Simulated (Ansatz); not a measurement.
# Si on W(100): change of the work function

How does Si on the hollow site change the work function of W(100) as the layer fills?

Program: Ansatz 0.2.0. Level of theory: plane-wave DFT, PBE, Ansatz PAW. Results are calculated unless marked as measured.

**1. Starting point**

The cell holds 5 atoms: 5 W. Its edges and angles: a = 3.160 Å, b = 3.160 Å, c = 24.320 Å, α = 90.0°, β = 90.0°, γ = 90.0°. Vacuum lies along c.

**2. The clean slab**

The bare slab comes first, as the zero from which every change is counted. The two lowest layers are held at bulk places and the upper ones relax. The dipole correction removes the false field that a one-sided slab makes across the periodic vacuum, so each face gets a flat vacuum level of its own.

Input file input.yaml:

```yaml
crystal:
  lattice:
    - [3.16, 0.0, 0.0]
    - [0.0, 3.16, 0.0]
    - [0.0, 0.0, 24.32]
  atoms:
    - { symbol: W, position: [0.0, 0.0, 0.3700657895] }
    - { symbol: W, position: [0.5, 0.5, 0.4350328947] }
    - { symbol: W, position: [0.0, 0.0, 0.5] }
    - { symbol: W, position: [0.5, 0.5, 0.5649671053] }
    - { symbol: W, position: [0.0, 0.0, 0.6299342105] }
kpoints:
  mp_grid: { grid: [12, 12, 1] }
hamiltonian:
  xc: pbe
scf:
  occupations: { method: fermi_dirac, width: 0.1 }
  convergence: { dr2_threshold: 1.0e-08 }
efield:
  axis: 3
  dipole_correction: true
  ramp_position: 0.97
  ramp_width: 0.06
relax:
  f_tol: 0.02
  max_steps: 60
  constraints: [{ sites: [0, 1] }]
output:
  write_potential: true
  write_density: true
  volumetric_format: npy
```

Command:

```console
$ ansatz run input.yaml --threads 4 --pin off --max-ram 16384MiB --backend cpu --events-out ev --progress --plain --runs-dir out
```

Numbers of over 12 decimals in the logs are rounded to 6 here.

The log of the run:

```text
Engine: ansatz 0.2.0, aarch64-unknown-linux-gnu
Pseudopotentials: kind: paw
Pseudopotential: W, paw, valence charge 14, recommended cutoff 420 eV (normal), W.paw.azcp
Functional definition: PBE
  parameter kappa = 0.804
  parameter beta = 0.066725
  exchange = pbe_x(kappa = kappa, mu = beta*pi^2/3)
  correlation = pbe_c(beta = beta)
Crystal: 5 atoms, lattice volume = 242.850 Å³
Basis set: ecut = 420 eV, 4785 PW (Γ), exchange–correlation on 48×48×360 points (8 copies of the dense FFT grid, shifted against one another)
Bands: 42, of which v1, the nominal top of the filled ones, is band 35 counted from 1 (34 counted from 0)
Symmetry: 8 space group operations
k-points: 28 of 144
Non-local potential: W, projectors of the file, l = 0: 3, l = 1: 2, l = 2: 2, l = 3: 1
PAW form: soft (Blöchl's): semilocal exchange-correlation on the pseudo side does not see the compensation charge
PAW one-centre angular grid: W, 590 points (default); XC on 64 Gauss nodes
Initial density: superposition of atomic densities (neutral atoms: chi_scale 0, normalization atom), corrected by the library's trained network
Initial wavefunctions: pseudopotential atomic-orbital guess
Functional: x = pbe(κ = 0.804, μ = 0.219515), c = pbe(β = 0.066725)
SCF iter   1: F=—  HF=-51918.951096 eV  |F-HF|=—  |Δ(HF+E_count)|=         —  Δρ=5.95e-3  dr2=2.55e-1  ethr=1.77e-3  p=0.000 e·Å  D=6.81e-15 V/Å  ΔV_dip=-0.00 eV  dr2_dipole=1.36e-7  V_vac-E_F(+/−)=4.35/4.35 eV  ⟨swp⟩=8.6  Hψ=5700  notcnv=0
efield: sawtooth ramp at fractional position 0.9700 (set: `efield.ramp_position`, or a place that a band, a saddle search or an elastic batch's reference lends), width 0.0600; the density the first Hamiltonian is built on has a dipole p = 0.000 e·Å; the dipole correction subtracts the counter field D = 6.81e-15 V/Å, which shifts the + side's vacuum level by -0.00 eV against the − side's; the planar-averaged density in the ramp window peaks in size at 1.3e-5 e/Å³
preconditioner: auto → LDOS  [metal: Δε(μ)=0.012 eV  Ē_g=4.218 eV  σ=0.100 eV  W_gap=0.03  n_scr=44 (ndim 8)  ℏωp=13.1 eV  f_vac=0.578  D(μ)=6.08/eV (n_scr^D=36)  β→1.0]
SCF iter   2: F=—  HF=-51918.934199 eV  |F-HF|=—  |Δ(HF+E_count)|=   1.69e-2  Δρ=4.40e-3  dr2=1.09e-1  ethr=3.64e-4  p=0.000 e·Å  D=4.17e-6 V/Å  ΔV_dip=-0.00 eV  dr2_dipole=3.08e-7  V_vac-E_F(+/−)=4.26/4.26 eV  ⟨swp⟩=2.3  Hψ=2028  notcnv=0
SCF iter   3: F=—  HF=-51918.923002 eV  |F-HF|=—  |Δ(HF+E_count)|=   1.12e-2  Δρ=1.09e-3  dr2=7.42e-3  ethr=1.56e-4  p=0.000 e·Å  D=2.29e-6 V/Å  ΔV_dip=-0.00 eV  dr2_dipole=1.82e-8  V_vac-E_F(+/−)=4.26/4.26 eV  ⟨swp⟩=2.0  Hψ=1782  notcnv=0
SCF iter   4: F=—  HF=-51918.923165 eV  |F-HF|=—  |Δ(HF+E_count)|=   1.63e-4  Δρ=3.17e-4  dr2=3.30e-4  ethr=1.06e-5  p=0.000 e·Å  D=1.72e-6 V/Å  ΔV_dip=-0.00 eV  dr2_dipole=1.10e-9  V_vac-E_F(+/−)=4.24/4.24 eV  ⟨swp⟩=2.3  Hψ=1596  notcnv=0
SCF iter   5: F=—  HF=-51918.923261 eV  |F-HF|=—  |Δ(HF+E_count)|=   9.64e-5  Δρ=1.24e-4  dr2=3.15e-5  ethr=4.72e-7  p=0.000 e·Å  D=1.00e-6 V/Å  ΔV_dip=-0.00 eV  dr2_dipole=1.38e-10  V_vac-E_F(+/−)=4.23/4.23 eV  ⟨swp⟩=3.1  Hψ=2006  notcnv=0
SCF iter   6: F=—  HF=-51918.923293 eV  |F-HF|=—  |Δ(HF+E_count)|=   3.16e-5  Δρ=4.17e-5  dr2=4.78e-6  ethr=4.50e-8  p=0.000 e·Å  D=1.96e-7 V/Å  ΔV_dip=-0.00 eV  dr2_dipole=5.97e-16  V_vac-E_F(+/−)=4.23/4.23 eV  ⟨swp⟩=2.6  Hψ=2033  notcnv=0
SCF iter   7: F=—  HF=-51918.923579 eV  |F-HF|=—  |Δ(HF+E_count)|=   2.87e-4  Δρ=1.09e-5  dr2=2.41e-7  ethr=6.83e-9  p=0.000 e·Å  D=5.72e-8 V/Å  ΔV_dip=-0.00 eV  dr2_dipole=9.73e-12  V_vac-E_F(+/−)=4.23/4.23 eV  ⟨swp⟩=3.0  Hψ=2273  notcnv=0
SCF iter   8: F=—  HF=-51918.923580 eV  |F-HF|=—  |Δ(HF+E_count)|=   8.23e-7  Δρ=2.94e-6  dr2=3.54e-8  ethr=3.44e-10  p=-0.000 e·Å  D=-2.19e-9 V/Å  ΔV_dip=0.00 eV  dr2_dipole=1.09e-13  V_vac-E_F(+/−)=4.23/4.23 eV  ⟨swp⟩=3.1  Hψ=2343  notcnv=0
SCF iter   9: F=-51918.923580 eV  HF=-51918.923580 eV  |F-HF|=8.37e-9  |Δ(HF+E_count)|=   5.98e-8  Δρ=8.67e-7  dr2=5.35e-9  ethr=1.43e-11  p=-0.000 e·Å  D=-1.94e-8 V/Å  ΔV_dip=0.00 eV  dr2_dipole=1.47e-12  V_vac-E_F(+/−)=4.23/4.23 eV  ⟨swp⟩=11.4  Hψ=8999  notcnv=0
SCF 1 converged in 9 iterations: F = -51918.923580 eV  dr2 = 5.35e-9
  greatest PAW one-centre occupation: 1.000 electrons in one spin orbital (limit 2), on the W atom at site 0 (counted from 0), in its partial waves of l = 0
relax step   1: F+E_penalty+E_count = -51918.92358024 eV  Δ(F+E_penalty+E_count) = +0.000e0 eV  max|allowed force component| = 1.592e0 eV/Å  Δτ_max = 0.0000 Å  (9 SCF iters, accepted)
Initial density: handed on by an earlier stage of this run
Initial wavefunctions: those handed on with the density
SCF iter   1: F=—  HF=-51918.860680 eV  |F-HF|=—  |Δ(HF+E_count)|=         —  Δρ=1.54e-2  dr2=6.16e0  ethr=3.10e-3  p=-0.000 e·Å  D=-1.58e-7 V/Å  ΔV_dip=0.00 eV  dr2_dipole=1.87e0  V_vac-E_F(+/−)=4.30/4.30 eV  ⟨swp⟩=6.5  Hψ=3751  notcnv=0
efield: sawtooth ramp at fractional position 0.9700 (set: `efield.ramp_position`, or a place that a band, a saddle search or an elastic batch's reference lends), width 0.0600; the density the first Hamiltonian is built on has a dipole p = -0.000 e·Å; the dipole correction subtracts the counter field D = -1.58e-7 V/Å, which shifts the + side's vacuum level by +0.00 eV against the − side's; the planar-averaged density in the ramp window peaks in size at 1.5e-6 e/Å³
preconditioner: auto → LDOS  [metal: Δε(μ)=0.006 eV  Ē_g=4.379 eV  σ=0.100 eV  W_gap=0.01  n_scr=44 (ndim 8)  ℏωp=13.1 eV  f_vac=0.587  D(μ)=5.24/eV (n_scr^D=14)  β→1.0]
SCF iter   2: F=—  HF=-51918.713984 eV  |F-HF|=—  |Δ(HF+E_count)|=   1.47e-1  Δρ=5.16e-3  dr2=4.47e-1  ethr=3.10e-3  p=0.010 e·Å  D=7.11e-3 V/Å  ΔV_dip=-0.17 eV  dr2_dipole=4.53e-2  V_vac-E_F(+/−)=4.02/4.20 eV  ⟨swp⟩=2.5  Hψ=1825  notcnv=0
SCF iter   3: F=—  HF=-51918.691290 eV  |F-HF|=—  |Δ(HF+E_count)|=   2.27e-2  Δρ=2.17e-3  dr2=7.74e-2  ethr=6.38e-4  p=0.001 e·Å  D=9.34e-4 V/Å  ΔV_dip=-0.02 eV  dr2_dipole=4.37e-3  V_vac-E_F(+/−)=4.21/4.23 eV  ⟨swp⟩=2.5  Hψ=1825  notcnv=0
SCF iter   4: F=—  HF=-51918.684666 eV  |F-HF|=—  |Δ(HF+E_count)|=   6.62e-3  Δρ=4.62e-4  dr2=2.96e-3  ethr=1.11e-4  p=0.004 e·Å  D=2.87e-3 V/Å  ΔV_dip=-0.07 eV  dr2_dipole=7.96e-4  V_vac-E_F(+/−)=4.16/4.23 eV  ⟨swp⟩=2.2  Hψ=1741  notcnv=0
SCF iter   5: F=—  HF=-51918.684365 eV  |F-HF|=—  |Δ(HF+E_count)|=   3.01e-4  Δρ=1.49e-4  dr2=1.60e-4  ethr=4.23e-6  p=0.004 e·Å  D=3.15e-3 V/Å  ΔV_dip=-0.08 eV  dr2_dipole=3.00e-6  V_vac-E_F(+/−)=4.15/4.23 eV  ⟨swp⟩=2.4  Hψ=1933  notcnv=0
[...]
SCF iter   6: F=—  HF=-51919.034438 eV  |F-HF|=—  |Δ(HF+E_count)|=   2.45e-6  Δρ=3.86e-5  dr2=9.60e-6  ethr=8.13e-8  p=0.007 e·Å  D=5.01e-3 V/Å  ΔV_dip=-0.12 eV  dr2_dipole=2.38e-6  V_vac-E_F(+/−)=4.13/4.25 eV  ⟨swp⟩=2.0  Hψ=1754  notcnv=0
SCF iter   7: F=—  HF=-51919.034732 eV  |F-HF|=—  |Δ(HF+E_count)|=   2.94e-4  Δρ=1.68e-5  dr2=1.14e-6  ethr=1.37e-8  p=0.006 e·Å  D=4.83e-3 V/Å  ΔV_dip=-0.12 eV  dr2_dipole=2.79e-7  V_vac-E_F(+/−)=4.13/4.25 eV  ⟨swp⟩=2.3  Hψ=1674  notcnv=0
SCF iter   8: F=—  HF=-51919.034732 eV  |F-HF|=—  |Δ(HF+E_count)|=   3.20e-7  Δρ=6.21e-6  dr2=1.03e-7  ethr=1.62e-9  p=0.006 e·Å  D=4.79e-3 V/Å  ΔV_dip=-0.12 eV  dr2_dipole=1.66e-10  V_vac-E_F(+/−)=4.13/4.25 eV  ⟨swp⟩=2.5  Hψ=1992  notcnv=0
SCF iter   9: F=—  HF=-51919.034733 eV  |F-HF|=—  |Δ(HF+E_count)|=   1.32e-7  Δρ=2.55e-6  dr2=3.68e-8  ethr=1.43e-11  p=0.006 e·Å  D=4.77e-3 V/Å  ΔV_dip=-0.12 eV  dr2_dipole=6.24e-10  V_vac-E_F(+/−)=4.13/4.25 eV  ⟨swp⟩=12.2  Hψ=9836  notcnv=0
SCF iter  10: F=-51919.034733 eV  HF=-51919.034733 eV  |F-HF|=8.15e-9  |Δ(HF+E_count)|=   8.21e-9  Δρ=7.82e-7  dr2=2.91e-9  ethr=1.43e-11  p=0.006 e·Å  D=4.77e-3 V/Å  ΔV_dip=-0.12 eV  dr2_dipole=2.47e-11  V_vac-E_F(+/−)=4.13/4.25 eV  ⟨swp⟩=9.2  Hψ=8766  notcnv=0
SCF 3 converged in 10 iterations: F = -51919.034733 eV  dr2 = 2.91e-9
relax step   3: F+E_penalty+E_count = -51919.03473260 eV  Δ(F+E_penalty+E_count) = -1.112e-1 eV  max|allowed force component| = 2.016e-1 eV/Å  Δτ_max = 0.0990 Å  (10 SCF iters, accepted)
SCF iter   1: F=—  HF=-51919.036582 eV  |F-HF|=—  |Δ(HF+E_count)|=         —  Δρ=7.31e-4  dr2=7.74e-3  ethr=3.62e-4  p=0.006 e·Å  D=4.77e-3 V/Å  ΔV_dip=-0.12 eV  dr2_dipole=1.41e-3  V_vac-E_F(+/−)=4.13/4.25 eV  ⟨swp⟩=1.9  Hψ=1723  notcnv=0
efield: sawtooth ramp at fractional position 0.9700 (set: `efield.ramp_position`, or a place that a band, a saddle search or an elastic batch's reference lends), width 0.0600; the density the first Hamiltonian is built on has a dipole p = 0.006 e·Å; the dipole correction subtracts the counter field D = 4.77e-3 V/Å, which shifts the + side's vacuum level by -0.12 eV against the − side's; the planar-averaged density in the ramp window peaks in size at 2.1e-6 e/Å³
preconditioner: auto → LDOS  [metal: Δε(μ)=0.017 eV  Ē_g=4.256 eV  σ=0.100 eV  W_gap=0.04  n_scr=44 (ndim 8)  ℏωp=13.1 eV  f_vac=0.581  D(μ)=6.09/eV (n_scr^D=36)  β→1.0]
SCF iter   2: F=—  HF=-51919.036463 eV  |F-HF|=—  |Δ(HF+E_count)|=   1.19e-4  Δρ=4.41e-4  dr2=2.28e-3  ethr=1.11e-5  p=0.006 e·Å  D=4.44e-3 V/Å  ΔV_dip=-0.11 eV  dr2_dipole=2.62e-5  V_vac-E_F(+/−)=4.14/4.25 eV  ⟨swp⟩=2.0  Hψ=1771  notcnv=0
SCF iter   3: F=—  HF=-51919.036284 eV  |F-HF|=—  |Δ(HF+E_count)|=   1.79e-4  Δρ=1.27e-4  dr2=1.73e-4  ethr=3.26e-6  p=0.006 e·Å  D=4.65e-3 V/Å  ΔV_dip=-0.11 eV  dr2_dipole=2.42e-8  V_vac-E_F(+/−)=4.14/4.25 eV  ⟨swp⟩=2.1  Hψ=1634  notcnv=0
SCF iter   4: F=—  HF=-51919.036259 eV  |F-HF|=—  |Δ(HF+E_count)|=   2.49e-5  Δρ=2.81e-5  dr2=2.75e-6  ethr=2.47e-7  p=0.006 e·Å  D=4.59e-3 V/Å  ΔV_dip=-0.11 eV  dr2_dipole=2.07e-8  V_vac-E_F(+/−)=4.14/4.25 eV  ⟨swp⟩=3.1  Hψ=1945  notcnv=0
SCF iter   5: F=—  HF=-51919.036537 eV  |F-HF|=—  |Δ(HF+E_count)|=   2.78e-4  Δρ=1.20e-5  dr2=5.50e-7  ethr=3.93e-9  p=0.006 e·Å  D=4.56e-3 V/Å  ΔV_dip=-0.11 eV  dr2_dipole=7.15e-9  V_vac-E_F(+/−)=4.14/4.25 eV  ⟨swp⟩=2.9  Hψ=2276  notcnv=0
SCF iter   6: F=—  HF=-51919.036538 eV  |F-HF|=—  |Δ(HF+E_count)|=   4.48e-7  Δρ=5.04e-6  dr2=1.34e-7  ethr=7.85e-10  p=0.006 e·Å  D=4.56e-3 V/Å  ΔV_dip=-0.11 eV  dr2_dipole=2.24e-9  V_vac-E_F(+/−)=4.14/4.25 eV  ⟨swp⟩=2.3  Hψ=1805  notcnv=0
SCF iter   7: F=—  HF=-51919.036538 eV  |F-HF|=—  |Δ(HF+E_count)|=   1.56e-7  Δρ=1.69e-6  dr2=1.86e-8  ethr=1.91e-10  p=0.006 e·Å  D=4.56e-3 V/Å  ΔV_dip=-0.11 eV  dr2_dipole=2.72e-10  V_vac-E_F(+/−)=4.14/4.25 eV  ⟨swp⟩=2.4  Hψ=1669  notcnv=0
SCF iter   8: F=-51919.036538 eV  HF=-51919.036538 eV  |F-HF|=9.17e-10  |Δ(HF+E_count)|=   2.06e-8  Δρ=2.85e-7  dr2=4.76e-10  ethr=1.43e-11  p=0.006 e·Å  D=4.56e-3 V/Å  ΔV_dip=-0.11 eV  dr2_dipole=4.89e-11  V_vac-E_F(+/−)=4.14/4.25 eV  ⟨swp⟩=11.2  Hψ=8810  notcnv=0
SCF 4 converged in 8 iterations: F = -51919.036538 eV  dr2 = 4.76e-10
relax step   4: F+E_penalty+E_count = -51919.03653794 eV  Δ(F+E_penalty+E_count) = -1.805e-3 eV  max|allowed force component| = 1.013e-2 eV/Å  Δτ_max = 0.0132 Å  (8 SCF iters, accepted)
NSCF: frozen V_eff on 28 k-points
the band table was solved once a step of the walk had ended and its energy, with any forces and stress, was formed, with the checks that follow a solve (5706 applications of the Hamiltonian). They found nothing against the state; the energy, forces and stress were not computed again (output.eigenvalues in the input reference)
WARN: The output density's exchange-correlation potential varies sharply where the density is thin. Do not read a vacuum level from v_tot or v_xc, or from such a field of the output density. On a cell that repeats whose density bears no net charge and no dipole along the vacuum's axis use v_es (v_loc + v_h of the components); under efield.dipole_correction with no amplitude use v_es + v_field, which holds any externa [...]
SCF converged after 8 iterations
Free energy (F): -51919.036538 eV
Harris-Foulkes:  -51919.036538 eV  (|F-HF|=9.17e-10)
Internal energy: -51918.841452 eV  (E = F + TS)
E sigma→0 (E₀):  -51918.938995 eV
Entropy (-TS):   -0.195086 eV (-39.017 meV/atom)
Fermi energy:    4.625999 eV
Dipole field:    D = 0.004553 V/Å  (p = 0.006111 e·Å, saw-weighted, corrected)
Work function:   Φ+ = 4.1402 eV   Φ− = 4.2509 eV
Levels:          The Fermi level and band energies are counted from a zero that moves with the ramp; work functions are not
--- Per-component energies (eV) ---
  E_band       = -1645.874117
  E_kinetic    = 2239.392053
  E_local      = -86026.431704  (includes V_loc(G=0)·N_el)
  E_nonlocal   = 8.030762
  E_hartree    = 41971.393780
  E_xc         = -1327.462600
  E_vxc        = -1184.410986  (∫ρ·V_xc dr)
  E_paw        = -42812.968297  (= ΣΔE_a)
  E_vpaw       = -625.239658  (= ΣTr[D̂ρ^β])
  E_aug_tail   = -0.000292  (compensation charges beyond the density's cutoff)
  E_efield     = 0.000014  (sawtooth field / dipole correction)
  E_vefield    = 0.001484  (∫n·V_field dr)
  E_ewald      = 34029.204834
  E_smearing   = -0.195086  (= −TS)
  E_closure    = -0.000000  (closes the sum)
  Σ components = -51919.036538   (vs F -51919.036538, Δ=0.00e0)
--- Forces (eV/Å), atoms counted from 1 ---
  atom   1  W      0.00000000    -0.00000000     1.17619827
  atom   2  W     -0.00000000     0.00000000    -1.16365842
  atom   3  W      0.00000000     0.00000000     0.00643896
  atom   4  W     -0.00000000     0.00000000    -0.00883341
  atom   5  W     -0.00000000     0.00000000    -0.01013391
  max |Σ_I F_I| component: 1.15e-5 eV/Å
--- Band table (eV; the first three rows and the last of 28) ---
  k-point 0: bands = [... 31 lower, 3.9668, 3.9668, 4.2629, 4.3964, 4.5526, 4.7209, 4.7256, 4.7256, ... 3 higher]
  k-point 1: bands = [... 31 lower, 3.9951, 4.0760, 4.0848, 4.3099, 4.4402, 4.6657, 5.2346, 5.2855, ... 3 higher]
  k-point 2: bands = [... 31 lower, 3.8308, 3.8974, 3.9275, 4.0569, 4.7980, 5.0730, 5.4757, 5.6383, ... 3 higher]
  k-point 27: bands = [... 31 lower, 3.6812, 3.6812, 6.3929, 6.3929, 6.4506, 6.5904, 7.0051, 7.0051, ... 3 higher]
--- Relaxed structure (4 steps of the walk, 3 accepted, 0 SCFs on fresh bases) ---
  F+E_penalty+E_count = -51919.03653794 eV   max|allowed force component| = 1.013e-2 eV/Å
  atoms:
    - { symbol: W, position: [0.0, 0.0, 0.3700657895] }
    - { symbol: W, position: [0.500000, 0.500000, 0.435033] }
    - { symbol: W, position: [0, 0, 0.499966] }
    - { symbol: W, position: [0.500000, 0.500000, 0.567590] }
    - { symbol: W, position: [-5.274927382685451e-18, 0, 0.626407] }
```

Elapsed: 31 s, on 4 threads of Arm Neoverse V1, shared host; peak memory 0.63 GiB; 2 min of CPU time.

Step by step:

```tsv
step	energy less that of the first step (eV)	largest force component (eV/Å)
1	0.0000	1.5923
2	0.2389	2.9711
3	-0.1112	0.2016
4	-0.1130	0.0101
```

Relaxation step 2 was tried and not accepted.

Forces are held to the 8 operations that the run works with; a distortion that breaks them can't arise in this run.

The atoms that moved most (Å):

```tsv
atom	dx	dy	dz	length
W5	0.000	0.000	-0.086	0.086
W4	0.000	0.000	0.064	0.064
```

Final coordinates:

```cif
data_structure
_symmetry_space_group_name_H-M 'P 1'
_symmetry_Int_Tables_number 1
_cell_length_a 3.1600
_cell_length_b 3.1600
_cell_length_c 24.3200
_cell_angle_alpha 90.000
_cell_angle_beta 90.000
_cell_angle_gamma 90.000
_cell_volume 242.85
loop_
_atom_site_label
_atom_site_type_symbol
_atom_site_fract_x
_atom_site_fract_y
_atom_site_fract_z
_atom_site_occupancy
W1 W 0.00000 0.00000 0.37007 1
W2 W 0.50000 0.50000 0.43503 1
W3 W 0.00000 0.00000 0.49997 1
W4 W 0.50000 0.50000 0.56759 1
W5 W 0.00000 0.00000 0.62641 1
```

Numbers from this step:

| Item | Value |
| --- | --- |
| energy at zero smearing | -51918.9390 eV |
| work function, upper face | 4.140 eV |
| work function, lower face | 4.251 eV |
| dipole along the normal | 0.006111 e·Å |
| step between the vacuum levels | -0.1107 eV |

Running mean over 1.58 Å of the planar mean; the ramp of the sawtooth is left out. Electron's electrostatic potential energy less the Fermi level against z:

z (Å), electron's electrostatic potential energy less the Fermi level (eV) and a bar from the least value:
```
      3.0        4.3 ##############################
      3.5        4.3 ##############################
      4.0        4.3 ##############################
      4.5        4.2 ##############################
      5.0        4.2 ##############################
      5.5        4.2 ##############################
      6.0        4.2 ##############################
      6.5        4.0 ##############################
      7.0        3.4 #############################
      7.5        1.7 ##########################
      8.0       -2.6 ###################
      8.5       -8.0 ##########
      9.0      -11.3 ####
      9.5      -12.2 ###
     10.0      -12.4 ###
     10.5      -12.5 ##
     11.0      -12.6 ##
     11.5      -12.7 ##
     12.0      -12.6 ##
     12.5      -12.2 ###
     13.0      -12.0 ###
     13.5      -12.4 ##
     14.0      -13.4 #
     14.5      -13.9 
     15.0      -13.0 #
     15.5      -10.2 ######
     16.0       -5.2 ##############
     16.5        0.0 #######################
     17.0        2.8 ############################
     17.5        3.7 #############################
     18.0        4.0 ##############################
     18.5        4.1 ##############################
     19.0        4.1 ##############################
     19.5        4.1 ##############################
     20.0        4.1 ##############################
     20.5        4.1 ##############################
     21.0        4.1 ##############################
```

The relaxation took 4 steps and lowered the energy by 0.11 eV; the largest force on the free atoms ends at 0.010 eV/Å.

The work function of the upper face is 4.14 eV.

[end of part 1 of 4]

[Logs are printed without paths, hosts, clocks, repeated set-up lines and the standing remarks that a program may print on its own settings, such as how far it seeks lower states.]

[Hosts, paths, dates, database ids (printed as entryN), source tags and the programs' standing remarks are cut or masked in the printed files.]

[Maps of the electrostatic potential energy from Ansatz leave out the sawtooth potential of an applied field or a dipole correction, so their vacuum need not be flat; planar profiles and work functions include it.]
